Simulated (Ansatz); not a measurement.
**1T-CrSTe bilayer (AA) in a perpendicular field**

Wanted: the out-of-plane response of the 1T-CrSTe bilayer (AA). A positive field points along +c.

Calculated with Ansatz 0.2.0; plane-wave DFT, PBE-D3(BJ), Ansatz PAW.

In doubt: warnings of the run leave room for a lower electronic state, so energies may not be the lowest and differences between runs may mislead.

**1. The structure**

The cell holds 6 atoms: 2 Te, 2 Cr and 2 S. Cell: a = 3.365 Å, b = 3.365 Å, c = 49.597 Å, α = 90.0°, β = 90.0°, γ = 120.0°. Regions: layer 1: 1T-CrSTe, 3 atoms (1 Te, 1 Cr and 1 S); layer 2: 1T-CrSTe, 3 atoms (1 Te, 1 Cr and 1 S). Vacuum lies along c.

**2. Relaxation**

The starting cell is a guess, so the in-plane lattice and the atoms are relaxed first, with the slab cut off from its images along the normal.

input.yaml reads:

```yaml
crystal:
  lattice:
    - [3.365, 0.0, 0.0]
    - [-1.6825, 2.9141754837, 0.0]
    - [0.0, 0.0, 49.597222188]
  atoms:
    - { symbol: Te, position: [0.6666666667, 0.3333333333, 0.406272753] }
    - { symbol: Cr, position: [0.0, 0.0, 0.4426400387], spin: 3.0 }
    - { symbol: S, position: [0.3333333333, 0.6666666667, 0.4682441893] }
    - { symbol: Te, position: [0.6666666667, 0.3333333333, 0.5317558107] }
    - { symbol: Cr, position: [0.0, 0.0, 0.5681230964], spin: -3.0 }
    - { symbol: S, position: [0.3333333333, 0.6666666667, 0.593727247] }
  periodic: [true, true, false]
magnetization:
  spin_polarized: true
kpoints:
  mp_grid: { grid: [12, 12, 1] }
hamiltonian:
  xc: pbe
  dispersion: d3bj
scf:
  occupations: { method: fermi_dirac, width: 0.05 }
  convergence: { dr2_threshold: 1.0e-09 }
relax:
  f_tol: 0.004
  max_steps: 90
  cell: {}
output:
  write_potential: true
  write_density: true
  volumetric_format: npy
```

Run with:

```
$ ansatz run input.yaml --threads 4 --pin off --max-ram 6144MiB --backend cpu --events-out ev --progress --plain --runs-dir out
```

Numbers of over 12 decimals in the logs are rounded to 6 here.

The program printed:

```text
Warning: relax.cell: scf.convergence.dr2_threshold = 1e-9 eV is looser than the 1.61124527082e-10 eV advised for a relaxation that steers and ends on the stress (1e-10 eV for each atom of the cell: 6, times the square of relax.cell.stress_2d_tol = 0.05 N/m over 19.3 Å (the atoms' height at the walk's start and 5 Å past either face), 2.591e-2 GPa, over a crystal's default 0.05). What an SCF threshold leaves in a stress goes as its square root, and in the free energy as the threshold itself, and one threshold admits the most on a small cell: [figures from the program's tests cut] Set scf.convergence.dr2_threshold to 1.61124527082e-10 eV or tighter. [rest of the remark cut]
Engine: ansatz 0.2.0, x86_64-unknown-linux-gnu
Pseudopotentials: kind: paw
Pseudopotential: Te, paw, valence charge 16, recommended cutoff 420 eV (normal), Te.paw.azcp
Pseudopotential: Cr, paw, valence charge 14, recommended cutoff 420 eV (normal), Cr.paw.azcp
Pseudopotential: S, paw, valence charge 6, recommended cutoff 420 eV (normal), S.paw.azcp
Functional definition: PBE
  parameter kappa = 0.804
  parameter beta = 0.066725
  exchange = pbe_x(kappa = kappa, mu = beta*pi^2/3)
  correlation = pbe_c(beta = beta)
Crystal: 6 atoms, lattice volume = 486.360 Å³
Basis set: ecut = 420 eV, 9597 PW (Γ), exchange–correlation on 48×48×720 points (8 copies of the dense FFT grid, shifted against one another)
Bands: 47, of which v1, the nominal top of the filled ones, is band 36 counted from 1 (35 counted from 0)
Symmetry: 6 space group operations
Space group: P3m1 (ITA 156), of the structure as read, at distance tolerance 7.9e-5 Å
Magnetic group: BNS 156.49 (UNI 1279), of the structure as read, at distance tolerance 7.9e-5 Å
k-points: 19 of 144 (time reversal used)
Non-local potential: Te, projectors of the file, l = 0: 2, l = 1: 2, l = 2: 2, l = 3: 2
Non-local potential: Cr, projectors of the file, l = 0: 3, l = 1: 2, l = 2: 3, l = 3: 1
Non-local potential: S, projectors of the file, l = 0: 2, l = 1: 2, l = 2: 2
PAW form: soft (Blöchl's): semilocal exchange-correlation on the pseudo side does not see the compensation charge
PAW one-centre angular grid: Te, 590 points (default); XC on 64 Gauss nodes
PAW one-centre angular grid: Cr, 590 points (default); XC on 64 Gauss nodes
PAW one-centre angular grid: S, 110 points (default); XC on 64 Gauss nodes
Initial density: superposition of atomic densities (neutral atoms: chi_scale 0, normalization atom)
Starting moments: Σ|m| = 6 μB on 2 of 6 sites
Starting magnetic order: compensated ferrimagnet; no operation exchanges its spin sublattices
Initial wavefunctions: pseudopotential atomic-orbital guess
Functional: x = pbe(κ = 0.804, μ = 0.219515), c = pbe(β = 0.066725)
SCF iter   1: F=—  HF=-22526.531485 eV  |F-HF|=—  |Δ(HF+E_count)|=         —  Δρ=2.50e-2 (↑2.50e-2 ↓2.49e-2)  dr2=1.40e1  dr2_m=3.33e-1  M=-0.007 μB ∫|m|=5.468 μB  β_m=0.30  ethr=3.10e-3  ⟨swp⟩=16.1  Hψ=12835  notcnv=0  defer=37
Mixer restart at iter 1: flushing history
preconditioner: auto → LDOS  [metal: Δε(μ)=0.077 eV  Ē_g=8.472 eV  σ=0.050 eV  W_gap=0.33  n_scr=30 (ndim 8)  ℏωp=10.1 eV  f_vac=0.731  D(μ)=3.45/eV (n_scr^D=16)]
spin=Collinear: LDOS preconditioning applied to the charge; magnetization (m = ρ↑ − ρ↓) channel mixes plain (no charge-response kernel on spin).
SCF iter   2: F=—  HF=-22524.316248 eV  |F-HF|=—  |Δ(HF+E_count)|=    2.22e0  Δρ=1.31e-2 (↑1.31e-2 ↓1.31e-2)  dr2=4.26e0  dr2_m=1.14e-1  M=0.009 μB ∫|m|=5.617 μB  β_m=0.44  ethr=3.10e-3  ⟨swp⟩=4.2  Hψ=4406  notcnv=0  defer=112
SCF iter   3: F=—  HF=-22523.744907 eV  |F-HF|=—  |Δ(HF+E_count)|=   5.71e-1  Δρ=3.65e-3 (↑3.64e-3 ↓3.65e-3)  dr2=1.00e-1  dr2_m=3.26e-2  M=0.039 μB ∫|m|=5.716 μB  β_m=0.51  ethr=3.10e-3  ⟨swp⟩=3.4  Hψ=3691  notcnv=0  defer=107
SCF iter   4: F=—  HF=-22523.752936 eV  |F-HF|=—  |Δ(HF+E_count)|=         —  Δρ=1.61e-3 (↑1.61e-3 ↓1.55e-3)  dr2=8.15e-3  dr2_m=8.24e-3  M=0.062 μB ∫|m|=5.749 μB  β_m=0.51  ethr=1.40e-4  ⟨swp⟩=4.0  Hψ=4839  notcnv=0  defer=109
SCF iter   5: F=—  HF=-22523.761308 eV  |F-HF|=—  |Δ(HF+E_count)|=   8.37e-3  Δρ=7.26e-4 (↑7.26e-4 ↓7.09e-4)  dr2=1.91e-3  dr2_m=1.91e-3  M=0.061 μB ∫|m|=5.755 μB  β_m=0.66  ethr=1.13e-5  ⟨swp⟩=3.2  Hψ=3871  notcnv=0  defer=109
SCF iter   6: F=—  HF=-22523.764308 eV  |F-HF|=—  |Δ(HF+E_count)|=   3.00e-3  Δρ=1.83e-4 (↑1.70e-4 ↓1.83e-4)  dr2=3.24e-4  dr2_m=1.12e-4  M=0.060 μB ∫|m|=5.764 μB  β_m=0.77  ethr=2.65e-6  ⟨swp⟩=3.0  Hψ=3761  notcnv=0  defer=109
SCF iter   7: F=—  HF=-22523.764293 eV  |F-HF|=—  |Δ(HF+E_count)|=   1.47e-5  Δρ=4.30e-5 (↑4.12e-5 ↓4.30e-5)  dr2=8.29e-5  dr2_m=6.63e-7  M=0.062 μB ∫|m|=5.762 μB  β_m=0.66  ethr=4.50e-7  ⟨swp⟩=3.1  Hψ=3430  notcnv=0  defer=109
SCF iter   8: F=—  HF=-22523.764282 eV  |F-HF|=—  |Δ(HF+E_count)|=   1.17e-5  Δρ=2.69e-5 (↑1.32e-5 ↓2.69e-5)  dr2=1.56e-5  dr2_m=1.16e-6  M=0.062 μB ∫|m|=5.761 μB  β_m=0.59  ethr=1.15e-7  ⟨swp⟩=3.0  Hψ=3284  notcnv=0  defer=109
SCF iter   9: F=—  HF=-22523.764281 eV  |F-HF|=—  |Δ(HF+E_count)|=   2.98e-7  Δρ=7.69e-6 (↑7.69e-6 ↓6.93e-6)  dr2=8.61e-7  dr2_m=1.38e-7  M=0.062 μB ∫|m|=5.761 μB  β_m=0.75  ethr=2.17e-8  ⟨swp⟩=2.6  Hψ=2682  notcnv=0  defer=109
SCF iter  10: F=—  HF=-22523.764283 eV  |F-HF|=—  |Δ(HF+E_count)|=   1.97e-6  Δρ=3.05e-6 (↑3.05e-6 ↓2.40e-6)  dr2=1.81e-7  dr2_m=1.67e-8  M=0.062 μB ∫|m|=5.761 μB  β_m=0.72  ethr=1.20e-9  ⟨swp⟩=3.3  Hψ=3788  notcnv=0  defer=109
SCF iter  11: F=—  HF=-22523.764283 eV  |F-HF|=—  |Δ(HF+E_count)|=   4.69e-8  Δρ=1.20e-6 (↑1.17e-6 ↓1.20e-6)  dr2=4.65e-8  dr2_m=3.88e-9  M=0.062 μB ∫|m|=5.761 μB  β_m=0.67  ethr=2.51e-10  ⟨swp⟩=2.9  Hψ=3393  notcnv=0  defer=109
SCF iter  12: F=—  HF=-22523.764283 eV  |F-HF|=—  |Δ(HF+E_count)|=   9.92e-9  Δρ=6.99e-7 (↑6.99e-7 ↓5.14e-7)  dr2=2.99e-9  dr2_m=1.31e-9  M=0.062 μB ∫|m|=5.761 μB  β_m=0.69  ethr=6.46e-11  ⟨swp⟩=3.2  Hψ=3167  notcnv=0  defer=109
SCF iter  13: F=-22523.764283 eV  HF=-22523.764283 eV  |F-HF|=2.01e-9  |Δ(HF+E_count)|=  8.00e-11  Δρ=2.65e-7 (↑1.94e-7 ↓2.65e-7)  dr2=7.68e-10  dr2_m=8.62e-11  M=0.062 μB ∫|m|=5.761 μB  ethr=1.39e-12  ⟨swp⟩=9.2  Hψ=13080  notcnv=0
SCF 1 converged in 13 iterations: F = -22523.764283 eV  dr2 = 7.68e-10
  greatest PAW one-centre occupation: 1.000 electrons in one spin orbital (limit 2), on the Cr atom at site 4 (counted from 0), in its partial waves of l = 0
relax step   1: F+E_penalty+E_count = -22523.76428325 eV  Δ(F+E_penalty+E_count) = +0.000e0 eV  max|allowed force component| = 1.386e0 eV/Å  Δτ_max = 0.0000 Å  P = +4.688 N/m  Ω = 486.360 Å³  fix = [c, alpha, beta]  reactions: c +0.000 N/m  (13 SCF iters, accepted)
[...]
SCF iter   8: F=-22524.379320 eV  HF=-22524.379320 eV  |F-HF|=1.60e-9  |Δ(HF+E_count)|=   1.35e-9  Δρ=2.88e-8 (↑2.88e-8 ↓2.18e-8)  dr2=2.80e-11  dr2_m=3.98e-13  M=0.057 μB ∫|m|=5.976 μB  β_m=1.00  ethr=1.00e-12  ⟨swp⟩=7.3  Hψ=8780  notcnv=0
Mixer restart at iter 8: flushing history
iter 9 met the thresholds in force, and the SCF goes on: an eigenvalue changes by 0.07 meV, over its tolerance of 0.05 meV (output.eigenvalues, Limitations)
SCF iter   9: F=-22524.379320 eV  HF=-22524.379320 eV  |F-HF|=1.20e-10  |Δ(HF+E_count)|=   1.61e-9  Δρ=1.03e-7 (↑7.09e-8 ↓1.03e-7)  dr2=2.22e-10  dr2_m=2.69e-12  M=0.057 μB ∫|m|=5.976 μB  β_m=1.00  ethr=1.00e-12  ⟨swp⟩=8.2  Hψ=9210  notcnv=0  κ⁻¹=1.0e0(r=1)
SCF iter  10: F=-22524.379320 eV  HF=-22524.379320 eV  |F-HF|=2.38e-9  |Δ(HF+E_count)|=  8.00e-11  Δρ=1.64e-7 (↑8.38e-8 ↓1.64e-7)  dr2=2.81e-9  dr2_m=2.14e-11  M=0.057 μB ∫|m|=5.976 μB  β_m=1.00  ethr=1.00e-12  ⟨swp⟩=1.0  Hψ=1786  notcnv=0  κ⁻¹=4.0e-2(r=2)
SCF iter  11: F=-22524.379320 eV  HF=-22524.379320 eV  |F-HF|=3.20e-10  |Δ(HF+E_count)|=  4.37e-11  Δρ=2.92e-8 (↑2.42e-8 ↓2.92e-8)  dr2=2.91e-11  dr2_m=1.11e-13  M=0.057 μB ∫|m|=5.976 μB  ethr=1.00e-12  ⟨swp⟩=6.3  Hψ=8070  notcnv=0
WARN: dispersion: an atom stands within reach of a switch of its C6 between two reference coordination numbers of its element: through that C6 alone, e_disp changes by 0.025 eV or more while the distances to its neighbours run over a stretch of 0.05 Å that contains this geometry (sites counted from 0 in the run's list of atoms or, in a supercell that it derives, in that cell's: here a list of 6) — site 1 (Cr): coordination number 6.148 (about 5.92 to 6.38 with every neighbour 0.05 Å farther or nearer), switch near 6.223 between the references 1.827 (weight 0.99) and 10.619 (weight 0.01), e_disp changing by some 0.22 eV; [rest of the remark cut]
SCF 16 converged in 11 iterations: F = -22524.379320 eV  dr2 = 2.91e-11
relax step  16: F+E_penalty+E_count = -22524.37931962 eV  Δ(F+E_penalty+E_count) = -1.728e-3 eV  max|allowed force component| = 2.078e-3 eV/Å  Δτ_max = 0.0000 Å  P = +0.020 N/m  Ω = 510.971 Å³  fix = [c, alpha, beta]  reactions: c +0.000 N/m  stress off target by 1.97e-2 N/m on what of the cell is left free  SCF on the basis re-selected at this cell (its energy is not comparable with the rows above)  (11 SCF iters)
basis re-selected at this cell: Δ(F+E_penalty+E_count) = -1.728e-3 eV, ΔP = +0.030 N/m vs the last step (what re-selecting the basis moved, of the pressure what is left beyond the Pulay correction that the steps carried, after the strain that the cell walked since its last selection, with what the two solves' SCF thresholds leave and, on support functions, any second-order correction that the steps lacked; it is no m [...]
WARN: The output density's exchange-correlation potential varies sharply where the density is thin. Do not read a vacuum level from v_tot or v_xc, or from such a field of the output density. On a cell that repeats whose density bears no net charge and no dipole along the vacuum's axis use v_es (v_loc + v_h of the components); under efield.dipole_correction with no amplitude use v_es + v_field, which holds any externa [...]
dispersion: the relaxed geometry stands within reach of a switch of an atom's C6, across which e_disp changes (each atom's share, over what another start of this relaxation can change, by strains that relax.cell.fix and crystal.periodic leave, which move a neighbour at the mean distance by 0.05 Å at the most, and each atom moved with its periodic images by 0.025 Å at the most, and none along a coordinate that relax.c [...]
WARN: an SCF from ferromagnetic starting moments (0.00, -3.00, 0.00, 0.00, -3.00, 0.00 Bohr magnetons, atom by atom) was not made, by what the run has read of turns of its moments that order reads lower: the deck asks for what bars it, or types moments that do (magnetization.spin_polarized, in the input reference, names some of the keys), or the run goes by scf.lower_state_search: light, the default, which as a rule tries one only behind a close that has lost an order of both signs, or on which an open d or half-filled 4f shell of a PAW file has lost a moment that was set nearer to Hund's than to what is left; [rest of the remark cut]
SCF converged after 11 iterations
an eigenvalue changed by more than its tolerance at an iteration that met the thresholds in force, so the SCF went on 3 times, its first undamped step at iteration 8: the last check found none over its tolerance
Magnetization: 0.0573 μB (36.0287 up, 35.9713 down)
Absolute magnetization: 5.9780 μB (∫|ρ↑−ρ↓|, with the PAW one-centre terms)
Spin contamination: 2.6685 ħ² per cell (⟨S²⟩ above its minimum at these occupations)
Per-site moments (μB) at R_I (Å): [(-0.114950, 1.139504), (2.314297, 0.947510), (-0.076456, 0.947510), (0.120759, 1.137128), (-2.286327, 0.947844), (0.075583, 0.947844)]
Free energy (F): -22524.379320 eV
Harris-Foulkes:  -22524.379320 eV  (|F-HF|=3.20e-10)
Internal energy: -22524.356903 eV  (E = F + TS)
E sigma→0 (E₀):  -22524.368111 eV
Entropy (-TS):   -0.022417 eV (-3.736 meV/atom)
Fermi energy:    -5.127635 eV
--- Per-component energies (eV) ---
  E_band       = -2075.741792
  E_kinetic    = 1260.235716
  E_local      = -398322.578692  (includes V_loc(G=0)·N_el)
  E_nonlocal   = -399.958609
  E_hartree    = 198689.380607
  E_xc         = -721.070586
  E_vxc        = -737.909403  (∫ρ·V_xc dr)
  E_paw        = -12919.665693  (= ΣΔE_a)
  E_vpaw       = -1254.293886  (= ΣTr[D̂ρ^β])
  E_aug_tail   = 0.000368  (compensation charges beyond the density's cutoff)
  E_ewald      = 189891.752606
  E_disp       = -2.452620  (pairwise vdW)
  E_smearing   = -0.022417  (= −TS)
  E_closure    = 0.000000  (closes the sum)
  Σ components = -22524.379320   (vs F -22524.379320, Δ=0.00e0)
--- Forces (eV/Å), atoms counted from 1 ---
  atom   1  Te     0.00000000     0.00000000     0.00207804
  atom   2  Cr     0.00000000     0.00000000    -0.00137824
  atom   3  S      0.00000000     0.00000000    -0.00056367
  atom   4  Te    -0.00000000     0.00000000     0.00007191
  atom   5  Cr     0.00000000     0.00000000    -0.00004918
  atom   6  S      0.00000000     0.00000000    -0.00015796
  max |Σ_I F_I| component: 9.03e-7 eV/Å
--- 2D stress c σ (N/m, compression-positive) ---
        0.019715       0.000000      -0.000000
        0.000000       0.019715      -0.000000
       -0.000000      -0.000000       0.000000
  P = ½ c Tr σ = 0.0197 N/m
--- Band table (eV; the first three rows and the last of 38) ---
  k-point 0 ↑: bands = [... 32 lower, -4.8388, -4.1221, -4.1221, -3.8481, -3.8481, -3.4913, -3.4913, -3.2182, ... 7 higher]
  k-point 1 ↑: bands = [... 32 lower, -5.0795, -4.6523, -4.3919, -3.9850, -3.8960, -3.7588, -3.2960, -2.9792, ... 7 higher]
  k-point 2 ↑: bands = [... 32 lower, -5.9822, -5.5835, -4.8156, -4.4670, -4.1026, -3.8894, -3.3699, -3.0952, ... 7 higher]
  k-point 18 ↓: bands = [... 32 lower, -7.3708, -7.2536, -6.0034, -5.7490, -5.4857, -4.0893, -3.6676, -3.5843, ... 7 higher]
  the weakly bound empty levels are not read free of the cell's end (no_gap_told)
--- Relaxed structure (15 steps of the walk, 11 accepted, 1 SCFs on fresh bases) ---
  F+E_penalty+E_count = -22524.37931962 eV   max|allowed force component| = 2.078e-3 eV/Å   (the final SCF, on the basis selected at the relaxed cell)
  cell:  # Å, volume = 510.9712 Å³
    - [3.449087, 3.1118599429826178e-18, 0]
    - [-1.724544, 2.986997, 0]
    - [0, 0, 49.597222188]
  atoms:
    - { symbol: Te, position: [0.666667, 0.333333, 0.407125] }
    - { symbol: Cr, position: [5.052921274558168e-18, 0, 0.445728] }
    - { symbol: S, position: [0.333333, 0.666667, 0.468812] }
    - { symbol: Te, position: [0.666667, 0.333333, 0.529704] }
    - { symbol: Cr, position: [0, 0, 0.568139] }
    - { symbol: S, position: [0.333333, 0.666667, 0.591255] }
```

The job ended after 8.4 min (4 threads of Intel Xeon Platinum 8259CL at 2.50GHz (Skylake/Cascade Lake), shared host; peak memory 1.4 GiB).

Step by step:

| step | energy less that of the first step (eV) | largest force component (eV/Å) | volume (Å³) |
| --- | --- | --- | --- |
| 1 | 0.0000 | 1.3862 | 486.36 |
| 2 | -0.5668 | 0.5335 | 508.37 |
| 3 | -0.5986 | 1.2330 | 507.18 |
| 4 | -0.5360 | 0.2930 | 523.94 |
| 5 | -0.5976 | 0.2582 | 516.67 |
| 6 | -0.6059 | 0.2373 | 511.86 |
| 7 | -0.6099 | 0.1986 | 512.18 |
| 8 | -0.6125 | 0.0745 | 512.46 |
| 9 | -0.6124 | 0.1869 | 511.86 |
| 10 | -0.6130 | 0.0126 | 512.00 |
| 11 | -0.6132 | 0.0130 | 511.56 |
| 12 | -0.6132 | 0.0461 | 511.11 |
| 13 | -0.6133 | 0.0045 | 511.35 |
| 14 | -0.6133 | 0.0045 | 510.95 |
| 15 | -0.6133 | 0.0019 | 510.97 |
| 16* | -0.6150 | 0.0021 | 510.97 |

Relaxation steps marked * repeat the geometry before them on a plane-wave basis chosen anew for their cell, so energy and pressure can jump there. Relaxation steps 4, 5, 9, 12 were tried and not accepted.

Forces are held to the 6 operations that the run works with; a distortion that breaks them can't arise in this run.

| cell as run | before | after | change |
| --- | --- | --- | --- |
| a (Å) | 3.365 | 3.449 | +2.5 % |
| b (Å) | 3.365 | 3.449 | +2.5 % |

The atoms that moved most (Å, along periodic axes as changes of fractional coordinates times the final cell, across vacuum about the mean position):

| atom | dx | dy | dz | length |
| --- | --- | --- | --- | --- |
| Cr2 | 0.000 | 0.000 | 0.153 | 0.153 |
| S6 | 0.000 | 0.000 | -0.123 | 0.123 |
| Te4 | 0.000 | 0.000 | -0.102 | 0.102 |
| Te1 | 0.000 | 0.000 | 0.042 | 0.042 |
| S3 | 0.000 | 0.000 | 0.028 | 0.028 |

Final coordinates:

```xyz
6
Lattice="3.4491 0.0000 0.0000 -1.7245 2.9870 0.0000 0.0000 0.0000 49.5972" Properties=species:S:1:pos:R:3
Te    1.7245    0.9957   20.1923
Cr    0.0000    0.0000   22.1069
S     0.0000    1.9913   23.2518
Te    1.7245    0.9957   26.2718
Cr    0.0000    0.0000   28.1781
S     0.0000    1.9913   29.3246
```

This step gave:

```
energy at zero smearing : -22524.3681 eV
total moment            : 0.05734 μB
site moments            : -0.1149, 2.314, -0.07646, 0.1208, -2.286, 0.07558 μB
```

Site moment by atom:

| atom | site moment (μB) |
| --- | --- |
| Te1 | -0.11 |
| Cr2 | 2.31 |
| S3 | -0.08 |
| Te4 | 0.12 |
| Cr5 | -2.29 |
| S6 | 0.08 |

The lattice constant a goes from 3.365 to 3.449 Å.

(Part 1 of 3 ends here.)

[Logs are printed without paths, hosts, clocks, repeated set-up lines and the standing remarks that a program may print on its own settings, such as how far it seeks lower states.]

[Hosts, paths, dates, database ids (printed as entryN), source tags and the programs' standing remarks are cut or masked in the printed files.]

[Maps of the electrostatic potential energy from Ansatz leave out the sawtooth potential of an applied field or a dipole correction, so their vacuum need not be flat; planar profiles and work functions include it.]
